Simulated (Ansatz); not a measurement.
**WSe2 (P6_3/mmc): the dielectric response by several routes**

Aim: the electronic dielectric constant of WSe2 (P6_3/mmc) by perturbation theory, a sum over states and the RPA step of G0W0.

Method: linear response on PBE, plane waves, PAW, in Ansatz 0.2.0.

This is a report of a sequence of runs, with most program output left out.

The database entry behind the starting cell differs from later determinations by our own check (a about 0.2 % long), so it need not match the best structure at ambient conditions.

## 1. The starting structure

It takes space group P6_3/mmc (No. 194, hexagonal). Conventional cell: a = 3.290 Å, b = 3.290 Å, c = 12.970 Å, α = 90.00°, β = 90.00°, γ = 120.00°. Nearest to W lie 6 Se at 2.53 Å. Nearest to Se lie 3 W at 2.53 Å. Farther neighbours and most contacts between anions are not listed.

The cell and positions come from the Crystallography Open Database and are kept as given unless a step says otherwise. Spin-orbit coupling is left out unless a step names it. The default PAW set here is soft_2. Its files were made with PBE.

## 2. Response to a homogeneous field

The response to a uniform field gives ε∞, a yardstick for the screening that GW builds on its mesh.

This step: dielectric response by perturbation theory, PBE, plane waves, PAW.

input.yaml

```yaml
crystal:
  lattice:
    - [3.29, 0.0, 0.0]
    - [-1.645, 2.8492235785, 0.0]
    - [0.0, 0.0, 12.97]
  atoms:
    - { symbol: W, position: [0.3333333333, 0.6666666667, 0.25] }
    - { symbol: W, position: [0.6666666667, 0.3333333333, 0.75] }
    - { symbol: Se, position: [0.3333333333, 0.6666666667, 0.621] }
    - { symbol: Se, position: [0.6666666667, 0.3333333333, 0.121] }
    - { symbol: Se, position: [0.3333333333, 0.6666666667, 0.879] }
    - { symbol: Se, position: [0.6666666667, 0.3333333333, 0.379] }
kpoints:
  mp_grid: { grid: [9, 9, 2] }
hamiltonian:
  xc: pbe
scf:
  occupations: { method: fixed }
dielectric: {}
```

The run is started by

```
ansatz run input.yaml --threads 3 --pin off --max-ram 92160MiB --backend cuda --events-out ev --progress --plain --runs-dir out --devices 1 --max-vram 13GiB  # rebuilt from the run's record
```

The job ended after 42 s (1 × NVIDIA H100 80GB HBM3 (shared by 6 runs) with 3 threads of AMD EPYC 7R13 (Zen 3), shared host; peak memory 2.2 GiB; 91 s of CPU time).

Numbers from this step:

```
stated error of ε∞ : 0.088
```

One over ε∞ averages 0.09, well under the quarter of exact exchange in PBE0, which by this rule of thumb may open the gap too far.

High-frequency dielectric tensor:

```
15.24  0.00  0.00
 0.00 15.24  0.00
 0.00  0.00  7.37
```

Born effective charge (e), principal values of the symmetric part by kind of site:

```
atom  atoms with these values    low  middle   high   mean
  W1                        2  -1.24   -1.24  -0.79  -1.09
 Se3                        4   0.40    0.62   0.62   0.55
```

In full for W1:

```
-1.24  0.00  0.00
 0.00 -1.24  0.00
 0.00  0.00 -0.79
```

## 3. Independent-particle spectrum

The independent-particle spectrum shows where the oscillator strength lies, before excitons and local fields.

This step: independent-particle optics on PBE, plane waves, PAW.

input.yaml: that of step 2 with these lines changed.

```diff
@@ -13,3 +13,3 @@
 kpoints:
-  mp_grid: { grid: [9, 9, 2] }
+  mp_grid: { grid: [12, 12, 2] }
 hamiltonian:
@@ -18,2 +18,4 @@
   occupations: { method: fixed }
-dielectric: {}
+  n_extra_bands: 83
+output:
+  optics: { e_range: [0, 25], de: 0.1, sigma: 0.2 }
```

Wall time 53 s (1 × NVIDIA H100 80GB HBM3 (shared by 6 runs) with 3 threads); peak memory 2.4 GiB.

This step gave:

```
ε∞ without local fields (xx, yy, zz)                                   : 15.90, 15.90, 10.72
electrons in the f-sum (xx, yy, zz)                                    : 52.14, 52.14, 52.14
bands in the explicit sum (the static value is completed to all bands) : 129
```

The sum gives ε∞ = 15.90 and 10.72 without local fields.

The ε₂ has structure finer than the step of the table below, so its rows give means over 1 eV, whole bins alone (the curve runs from 0 to 25 eV). Peaks (eV: height): xx=yy 3.0: 21.3, 4.2: 19.5; zz 2.7: 7.62, 5.5: 20.8, 8.0: 10.6.

Independent particles, no local fields, Gaussian width 0.2 eV. Table of ε₂ by photon energy; means over each step:

```
photon energy (eV)  xx=yy      zz
                 1  0.144  1.1e-4
                 2   9.78    1.22
                 3   19.5    6.11
                 4   16.6    8.47
                 5   12.6    16.5
                 6   10.2    12.8
                 7   5.59    8.19
                 8   4.73    10.2
                 9   3.80    7.47
                10   4.49    6.23
                11   4.41    3.59
                12   2.78    1.99
                13   2.21    1.73
                14   1.85    1.81
                15   1.30    1.41
                16   1.14   0.898
                17  0.867   0.569
                18  0.582   0.391
                19  0.425   0.313
                20  0.347   0.306
                21  0.276   0.254
                22  0.254   0.227
                23  0.205   0.212
                24  0.176   0.160
```

Independent particles, no local fields, Gaussian width 0.2 eV. Table of loss function by photon energy; read off at these points:

```
photon energy (eV)   xx=yy       zz
               1.0       0        0
               2.0  0.0133  0.00101
               3.0  0.0362   0.0356
               4.0  0.0488   0.0244
               5.0  0.0843   0.0477
               6.0  0.0929   0.0846
               7.0   0.149    0.127
               8.0   0.188   0.0944
               9.0   0.233    0.129
              10.0   0.202    0.124
              11.0   0.178    0.132
              12.0   0.228    0.163
              13.0   0.272    0.277
              14.0   0.315    0.392
              15.0   0.405    0.311
              16.0   0.460    0.312
              17.0   0.561    0.448
              18.0   0.692    0.667
              19.0    1.08     1.17
              20.0    1.82     1.77
              21.0    3.21     3.34
              22.0    3.86     4.37
              22.3    4.11     4.58
              22.4    4.14     4.45
              23.0    3.84     3.98
              24.0    2.34     3.19
              25.0    1.53     1.73
```

Independent particles, no local fields, Gaussian width 0.2 eV. ε₁ against photon energy:

```
photon energy (eV)   xx=yy        zz
                 0    15.9      10.7
                 1    17.7      11.2
                 2    24.6      14.2
                 3    11.6      11.4
                 4    7.61      16.5
                 5  0.0715      9.07
                 6   -3.37     -3.17
                 7   -2.65      1.58
                 8   -1.37    -0.262
                 9   -1.25     -2.27
                10  0.0832     -3.13
                11   -2.34     -3.76
                12   -2.14     -2.82
                13   -1.80     -1.81
                14   -1.53     -1.11
                15   -1.23     -1.60
                16   -1.08     -1.45
                17  -0.891     -1.01
                18  -0.708    -0.670
                19  -0.459    -0.407
                20  -0.266    -0.281
                21  -0.103    -0.110
                22  0.0103  -0.00464
                23   0.109    0.0866
                24   0.210     0.157
                25   0.292     0.257
```

## 4. RPA screening from the G0W0 run

G0W0 replaces the xc potential by the self-energy, built once from these orbitals. Only a window of levels is corrected, while the sums run over the empty bands that the input names.

This step: G0W0 on PBE, plane waves, PAW.

input.yaml, the sections that differ from step 3:

```yaml
kpoints:
  mp_grid: { grid: [6, 6, 2] }
scf:
  occupations: { method: fixed }
gw:
  n_empty_bands: 780
  ecut_chi: 200.0
  qp_bands: [v2, c2]
  qp_kpoints: band_edges
  screening: { model: contour_deformation }
# crystal, hamiltonian: as in step 3
# output: removed
```

Elapsed: 60 s, on 1 × NVIDIA H100 80GB HBM3 (shared by 6 runs) with 3 threads; peak memory 3.1 GiB.

Numbers from this step:

| Property | Result |
| --- | --- |
| bands summed | 826 |
| RPA ε∞ on this mesh (eigenvalues) | 7.117, 15.25, 15.25 |
| plane waves in the screening matrix | 773 |
| G0W0 gap on the mesh | 1.295 eV |
| k of the valence top | 0, 0, 0 |
| k of the conduction bottom | 0.1667, 0.1667, 0 |
| starting gap on the mesh | 0.9758 eV |
| least direct G0W0 gap on the computed points | 1.941 eV |

The gap on the mesh goes from 0.98 eV to 1.30 eV, a correction of +0.32 eV. Between the two edge states, bare exchange in place of the xc potential would open the gap by 4.35 eV, and correlation takes back 4.03 eV.

Mean over the mesh in bins of 0.25 1/Å. Static inverse dielectric function, diagonal against length of q+G:

length of q+G (Å⁻¹), static inverse dielectric function, diagonal and a bar from the least value:
```
     0.34      0.113 
     0.52      0.142 #
     0.75      0.188 ###
     1.01      0.263 #####
     1.28      0.348 ########
     1.52      0.419 ###########
     1.75      0.486 #############
     2.01      0.555 ###############
     2.25      0.615 #################
     2.51      0.668 ###################
     2.75      0.713 #####################
     3.00      0.751 ######################
     3.26      0.785 #######################
     3.51      0.814 ########################
     3.75      0.840 #########################
     4.00      0.864 ##########################
     4.25      0.886 ###########################
     4.50      0.905 ###########################
     4.75      0.920 ############################
     5.00      0.933 ############################
     5.25      0.943 #############################
     5.50      0.952 #############################
     5.75      0.960 #############################
     6.00      0.966 #############################
     6.25      0.972 ##############################
     6.50      0.977 ##############################
     6.75      0.981 ##############################
     7.00      0.984 ##############################
     7.19      0.986 ##############################
```

## 5. The values together

Times are wall times on 1 × NVIDIA H100 80GB HBM3 (shared by 6 runs) with 3 threads of AMD EPYC 7R13 (Zen 3), shared host, good to a factor of about two.

```
                                          method                            mesh  ε∞, low  middle   high   mean  time
perturbation theory (local fields and xc kernel)  9×9×2 (response on 200 points)     7.37   15.24  15.24  12.62  42 s
               sum over states (no local fields)                         12×12×2    10.72   15.90  15.90  14.17  53 s
           RPA with local fields, on the GW mesh                           6×6×2     7.12   15.25  15.25  12.54  60 s
```

## 6. Results

```
perturbation theory (local fields and xc kernel) : 7.37, 15.24, 15.24
sum over states (no local fields)                : 10.72, 15.90, 15.90
RPA with local fields, on the GW mesh            : 7.12, 15.25, 15.25
```

In words: Mean Born effective charge: W1 -1.09, Se3 0.55 e. Distinct peaks of the ε₂ (xx=yy) stand at 3.0 and 4.2 eV; the one at 3 eV is strongest. The loss function (xx=yy) has its highest peak at 22.4 eV. The sum without local fields gives 14.17 in the mean against 12.62 by perturbation theory; local fields lower ε∞ and the xc kernel gives part of it back, though the sum also carries the error of its own mesh. The RPA values on the 6×6×2 mesh average 0.99 times those of perturbation theory (means 12.54 and 12.62, which can hide unlike anisotropies). Without the xc kernel RPA should lie a little lower, and the mean does, by little. PBE usually puts the gap too low, which tends to raise ε∞. Ions are clamped, so the lattice part of the static constant is not in these numbers.

[Paths, hosts, dates, memory and timing lines, banners, echoed tables and standing remarks are left out of the program output.]

[Logs are printed without paths, hosts, clocks, repeated set-up lines and the standing remarks that a program may print on its own settings, such as how far it seeks lower states.]

[Runs of the session that timed out or met a known fault of the program may be left out.]

[Cells called generated may have been cut or substituted from an entry of the Crystallography Open Database or the Materials Project.]

[Hosts, paths, dates, database ids (printed as entryN), source tags and the programs' standing remarks are cut or masked in the printed files.]
